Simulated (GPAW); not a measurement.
# Polarising W2COS MXene monolayer with a field along the normal

The dipole of the cell at several fields, atoms fixed. What does the strongest field give, and what length does the slope stand for?

Set-up. GPAW 26.7.0, plane waves (500 eV), PAW setups, PBE, 12×12 mesh, a dipole layer in the vacuum; geometry relaxed without an applied field with GPAW. The cell's area is 8.71 Å², and e/ε0 = 180.95 V Å.

Results, with one row withheld:

| field (V/Å) | dipole (e Å) |
| --- | --- |
| −0.2 | −0.1018 |
| −0.1 | −0.0708 |
| −0.05 | −0.0553 |
| 0.05 | −0.0243 |
| 0.1 | −0.0088 |
| 0.2 | 0.0223 |
| 0.3 | ? |

**Question.** What is the dipole at 0.3 V/Å?

Worked answer. A line through the 6 points has the slope α = 0.310 e Å per V/Å and the intercept p₀ = −0.0398 e Å (r.m.s. residual 2.7e−05). At 0.3 V/Å it gives p = −0.0398 + 0.310 × 0.3 = 0.0533 e Å; the run gives 0.0533 e Å, so the response stays linear to 0.1 % of the induced part. Dividing by ε0 and the area: α/(ε0 A) = 0.310 × 180.95 / 8.71 = 6.44 Å, against 4.96 Å between the outer nuclei.

**Limits.** This is the electronic response alone; ions that move would add to it in polar layers. No run was spin-polarised, so magnetic states weren't tested. Spin-orbit coupling is left out, which matters for the heavier atoms here. Layers with unlike faces were relaxed with their cell in a fully periodic cell without the dipole layer, so their atoms felt a small spurious field.
